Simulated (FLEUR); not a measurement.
# MnZn3: parallel and opposed starts, part 2 of 2

Aim: find out whether MnZn3 carries moments, and which collinear order costs least.

FLEUR MaX-R8.1; LDA (VWN); all-electron FLAPW, Dirac cores, scalar-relativistic bands.

So far, largest spin moment in the muffin-tin sphere (μB): step 2 (start 1: ferro +) 2.94; step 3 (start 2: antiferro q=(0,0,1/2) +-) 2.85; step 4 (start 3: antiferro q=(0,1/2,1/2) +-) 3.03; step 5 (order 4, typed as antiferro q=(1/2,1/2,1/2) +-) 2.75.

## 6. Run 5 (no spin polarisation)

Without spin polarisation no moment can form, so the difference from the other runs is what forming moments gains.

The k list default-1 (kpts.xml, not shown) is a Γ-centred 8×8×8 mesh.

The input, inp.xml:

```
<?xml version="1.0" encoding="UTF-8" standalone="no"?>
<fleurInput fleurInputVersion="0.39">
   <comment>
      MnZn3
   </comment>
   <calculationSetup>
      <cutoffs Kmax="3.6" Gmax="10.8" GmaxXC="10.8" numbands="0"/>
      <scfLoop itmax="90" minDistance="0.00002" maxIterBroyd="15" imix="Anderson" alpha="0.05" precondParam="0.0" spinf="2.0" sdNocoIR="T"/>
      <coreElectrons ctail="T" frcor="F" kcrel="0" coretail_lmax="0"/>
      <xcFunctional name="vwn" relativisticCorrections="F"/>
      <magnetism jspins="1"/>
      <soc l_soc="F" theta="0.0" phi="0.0" spav="F"/>
      <expertModes spex="0" secvar="F"/>
      <geometryOptimization l_f="F" forcealpha="1.0" forcemix="BFGS" epsdisp="0.00001" epsforce="0.00001"/>
      <ldaU l_linMix="F" mixParam="0.05" spinf="1.0"/>
   </calculationSetup>
   <cell>
      <bzIntegration valenceElectrons="51.0" mode="hist" fermiSmearingEnergy="0.00293995">
         <kPointListSelection listName="default-1"/>
         <xi:include xmlns:xi="http://www.w3.org/2001/XInclude" href="kpts.xml"> </xi:include>
      </bzIntegration>
      <xi:include xmlns:xi="http://www.w3.org/2001/XInclude" href="sym.xml"> </xi:include>
      <bulkLattice scale="1.0">
         <bravaisMatrix>
            <row-1>    7.2943428409559994     0.0000000000000000     0.0000000000000000</row-1>
            <row-2>    0.0000000000000000     7.2943428409559994     0.0000000000000000</row-2>
            <row-3>    0.0000000000000000     0.0000000000000000     7.2943428409559994</row-3>
         </bravaisMatrix>
      </bulkLattice>
   </cell>
   <atomSpecies>
      <species name="Manganese (Mn)" element="Mn" atomicNumber="25">
         <mtSphere radius="2.51" gridPoints="829" logIncrement="0.015"/>
         <atomicCutoffs lmax="10" lnonsphr="8"/>
         <electronConfig flipSpins="F">
            <coreConfig>(1s1/2) (2s1/2) (2p1/2) (2p3/2)</coreConfig>
            <valenceConfig>(3s1/2) (3p1/2) (3p3/2) (4s1/2) (3d3/2) (3d5/2)</valenceConfig>
            <stateOccupation state="(3d3/2)" spinUp="1.000000" spinDown="1.000000"/>
            <stateOccupation state="(3d5/2)" spinUp="1.500000" spinDown="1.500000"/>
         </electronConfig>
         <energyParameters s="4" p="4" d="3" f="4"/>
         <lo type="SCLO" l="0" n="3" eDeriv="0"/>
         <lo type="SCLO" l="1" n="3" eDeriv="0"/>
      </species>
      <species name="Zinc (Zn)" element="Zn" atomicNumber="30">
         <mtSphere radius="2.51" gridPoints="829" logIncrement="0.015"/>
         <atomicCutoffs lmax="10" lnonsphr="8"/>
         <electronConfig flipSpins="F">
            <coreConfig>(1s1/2) (2s1/2) (2p1/2) (2p3/2) (3s1/2) (3p1/2) (3p3/2)</coreConfig>
            <valenceConfig>(4s1/2) (3d3/2) (3d5/2)</valenceConfig>
         </electronConfig>
         <energyParameters s="4" p="4" d="3" f="4"/>
      </species>
   </atomSpecies>
   <atomGroups>
      <atomGroup species="Manganese (Mn)">
         <relPos label="                   1">.0000000000 .0000000000 .0000000000</relPos>
         <force calculate="T" relaxXYZ="TTT"/>
      </atomGroup>
      <atomGroup species="Zinc (Zn)">
         <relPos label="                   2">.0000000000 1.000/2.000 1.000/2.000</relPos>
         <relPos label="                   3">1.000/2.000 .0000000000 1.000/2.000</relPos>
         <relPos label="                   4">1.000/2.000 1.000/2.000 .0000000000</relPos>
         <force calculate="T" relaxXYZ="TTT"/>
      </atomGroup>
   </atomGroups>
   <output dos="F" band="F" slice="F">
      <bandDOS minEnergy="-.5*Htr" maxEnergy="0.5*Htr" sigma="0.015" storeEVData="T"/>
      <plotting iplot="0" polar="F">
         <plot TwoD="T" vec1="  1.0  0.0  0.0" vec2="  0.0  1.0  0.0" vec3="  0.0  0.0  1.0" zero="  0.0  0.0  0.0" file="plot"/>
      </plotting>
      <moessbauerParams electricFieldGradient="F" isomerShift="F" coreHyperfine="F" valenceHyperfine="F"/>
   </output>
</fleurInput>
```

The input, crystal.txt:

```
MnZn3
&input film=F cartesian=F /
3.86000000000  0.00000000000  0.00000000000
0.00000000000  3.86000000000  0.00000000000
0.00000000000  0.00000000000  3.86000000000
1.8897261246
1.0 1.0 1.0

4
25 0.00000000000  0.00000000000  0.00000000000
30 0.00000000000  0.50000000000  0.50000000000
30 0.50000000000  0.00000000000  0.50000000000
30 0.50000000000  0.50000000000  0.00000000000

&kpt div1=8 div2=8 div3=8 gamma=T /
```

Launch:

```console
$ OMP_NUM_THREADS=1 inpgen -f crystal.txt > inpgen.log  # inp.xml is then edited as shown
$ OMP_NUM_THREADS=1 mpirun -n 4 fleur_MPI > fleur.log
```

Elapsed: 15 s, on 4 MPI ranks of Arm Neoverse V1, shared host; peak memory 0.19 GiB; 60 s of CPU time.

Read from the output:

* free energy: -177878.6383 eV
* program's band gap on this mesh (in a metal only a level spacing): 0.01465 eV
* final state: non-magnetic (no spin polarisation)

It lies 457 meV a seeded atom over the first start.

## 7. Another try

An input with a fault is tried, to see how the program answers.

The input, inp.xml:

```
<?xml version="1.0" encoding="UTF-8" standalone="no"?>
<fleurInput fleurInputVersion="0.39">
   <comment>
      MnZn3
   </comment>
   <calculationSetup>
      <cutoffs Kmax="3.6" Gmax="10.8" GmaxXC="10.8" numbands="0"/>
      <scfLoop itmax="75" minDistance="0.00002" maxIterBroyd="15" imix="Anderson" alpha="0.05" precondParam="0.0" spinf="2.0" sdNocoIR="T"/>
      <coreElectrons ctail="T" frcor="F" kcrel="0" coretail_lmax="0"/>
      <xcFunctional name="vwn" relativisticCorrections="F"/>
      <magnetism jspins="2"/>
      <soc l_soc="F" theta="0.0" phi="0.0" spav="F"/>
      <expertModes spex="0" secvar="F"/>
      <geometryOptimization l_f="F" forcealpha="1.0" forcemix="BFGS" epsdisp="0.00001" epsforce="0.00001"/>
      <ldaU l_linMix="F" mixParam="0.05" spinf="1.0"/>
   </calculationSetup>
   <cell>
      <bzIntegration valenceElectrons="51.0" mode="hist" fermiSmearingEnergy="0.00293995">
         <kPointListSelection listName="mesh"/>
         <xi:include xmlns:xi="http://www.w3.org/2001/XInclude" href="kpts.xml"> </xi:include>
      </bzIntegration>
      <xi:include xmlns:xi="http://www.w3.org/2001/XInclude" href="sym.xml"> </xi:include>
      <bulkLattice scale="1.0">
         <bravaisMatrix>
            <row-1>    7.2943428409559994     0.0000000000000000     0.0000000000000000</row-1>
            <row-2>    0.0000000000000000     7.2943428409559994     0.0000000000000000</row-2>
            <row-3>    0.0000000000000000     0.0000000000000000     7.2943428409559994</row-3>
         </bravaisMatrix>
      </bulkLattice>
   </cell>
   <atomSpecies>
      <species name="Manganese 3.500" element="Mn" atomicNumber="25">
         <mtSphere radius="2.51" gridPoints="829" logIncrement="0.015"/>
         <atomicCutoffs lmax="10" lnonsphr="8"/>
         <electronConfig flipSpins="F">
            <coreConfig>(1s1/2) (2s1/2) (2p1/2) (2p3/2)</coreConfig>
            <valenceConfig>(3s1/2) (3p1/2) (3p3/2) (4s1/2) (3d3/2) (3d5/2)</valenceConfig>
            <stateOccupation state="(3d3/2)" spinUp="1.25" spinDown="0.75"/>
            <stateOccupation state="(3d5/2)" spinUp="3.0" spinDown="0.0"/>
         </electronConfig>
         <energyParameters s="4" p="4" d="3" f="4"/>
         <lo type="SCLO" l="0" n="3" eDeriv="0"/>
         <lo type="SCLO" l="1" n="3" eDeriv="0"/>
      </species>
      <species name="Zinc (Zn)" element="Zn" atomicNumber="30">
         <mtSphere radius="2.51" gridPoints="829" logIncrement="0.015"/>
         <atomicCutoffs lmax="10" lnonsphr="8"/>
         <electronConfig flipSpins="F">
            <coreConfig>(1s1/2) (2s1/2) (2p1/2) (2p3/2) (3s1/2) (3p1/2) (3p3/2)</coreConfig>
            <valenceConfig>(4s1/2) (3d3/2) (3d5/2)</valenceConfig>
         </electronConfig>
         <energyParameters s="4" p="4" d="3" f="4"/>
      </species>
   </atomSpecies>
   <atomGroups>
      <atomGroup species="Manganese 3.500">
         <relPos label="                   1">.0000000000 .0000000000 .0000000000</relPos>
         <force calculate="T" relaxXYZ="TTT"/>
      </atomGroup>
      <atomGroup species="Zinc (Zn)">
         <relPos label="                   2">.0000000000 1.000/2.000 1.000/2.000</relPos>
         <relPos label="                   3">1.000/2.000 .0000000000 1.000/2.000</relPos>
         <relPos label="                   4">1.000/2.000 1.000/2.000 .0000000000</relPos>
         <force calculate="T" relaxXYZ="TTT"/>
      </atomGroup>
   </atomGroups>
   <output dos="F" band="F" slice="F">
      <bandDOS minEnergy="-.5*Htr" maxEnergy="0.5*Htr" sigma="0.015" storeEVData="T"/>
      <plotting iplot="0" polar="F">
         <plot TwoD="T" vec1="  1.0  0.0  0.0" vec2="  0.0  1.0  0.0" vec3="  0.0  0.0  1.0" zero="  0.0  0.0  0.0" file="plot"/>
      </plotting>
      <moessbauerParams electricFieldGradient="F" isomerShift="F" coreHyperfine="F" valenceHyperfine="F"/>
   </output>
</fleurInput>
```

The input, crystal.txt:

```
MnZn3
&input film=F cartesian=F /
3.86000000000  0.00000000000  0.00000000000
0.00000000000  3.86000000000  0.00000000000
0.00000000000  0.00000000000  3.86000000000
1.8897261246
1.0 1.0 1.0

4
25 0.00000000000  0.00000000000  0.00000000000 : 3.500
30 0.00000000000  0.50000000000  0.50000000000
30 0.50000000000  0.00000000000  0.50000000000
30 0.50000000000  0.50000000000  0.00000000000

&kpt div1=8 div2=8 div3=8 gamma=T /
```

Launch:

```console
$ OMP_NUM_THREADS=1 inpgen -f crystal.txt > inpgen.log  # inp.xml is then edited as shown
$ OMP_NUM_THREADS=4 fleur_MPI > fleur.log
```

The job ended after 2.5 s (1 MPI rank; peak memory 0.08 GiB).

The program refused the input before any cycle.

The program's message: “No kPointList named: mesh found.”

The fault in the input: a k list that isn't there.

listName must name a list in kpts.xml.

## 8. Ranking

Free energies are divided by the number of seeded atoms, so that cells of unlike size compare. Wavevectors q in the names are fractions of the primitive cell's reciprocal vectors.

Orders:

```tsv
start	final state	typed order kept	energy over the lowest (meV a seeded atom)	largest sphere moment (μB)	net moment (μB a primitive cell)	mesh matched	CPU time (s)
ferro +	ferromagnetic, with opposed induced moments	yes	21.36	2.936	2.683	yes	157.3
antiferro q=(0,0,1/2) +-	antiferromagnetic	yes	8.274	2.853	0	yes	929.3
antiferro q=(0,1/2,1/2) +-	antiferromagnetic	yes	0	3.031	0	yes	1293
antiferro q=(1/2,1/2,1/2) +-	antiferromagnetic	yes	225.6	2.746	0	yes	953.1
no spin polarisation	non-magnetic	-	478.6	0	0	yes	59.64
```

## 9. Outcome

```json
{"lowest state found": "antiferromagnetic (typed antiferro q=(0,1/2,1/2) +-)", "largest site spin moment": "3.03 μB", "next finished state": "antiferromagnetic, 8.27 meV a seeded atom higher", "energy gained by spin polarisation": "479 meV a seeded atom"}
```

The lowest state found is antiferromagnetic, reached from the start antiferro q=(0,1/2,1/2) +-, with moments up to 3.03 μB. The next finished state costs 8.3 meV a seeded atom. This is the lowest of 5 finished starts, no proof of the ground state.

[Logs and program files are shortened in this print: banners, set-up blocks, solver, clock and traceback lines can be left out without a mark of their own.]

[Logs are printed without paths, hosts, clocks, repeated set-up lines and the standing remarks that a program may print on its own settings, such as how far it seeks lower states.]

[Hosts, paths, dates, database ids (printed as entryN), source tags and the programs' standing remarks are cut or masked in the printed files.]

[Where a cell is said to come from a database of computed structures, the database is the Materials Project.]
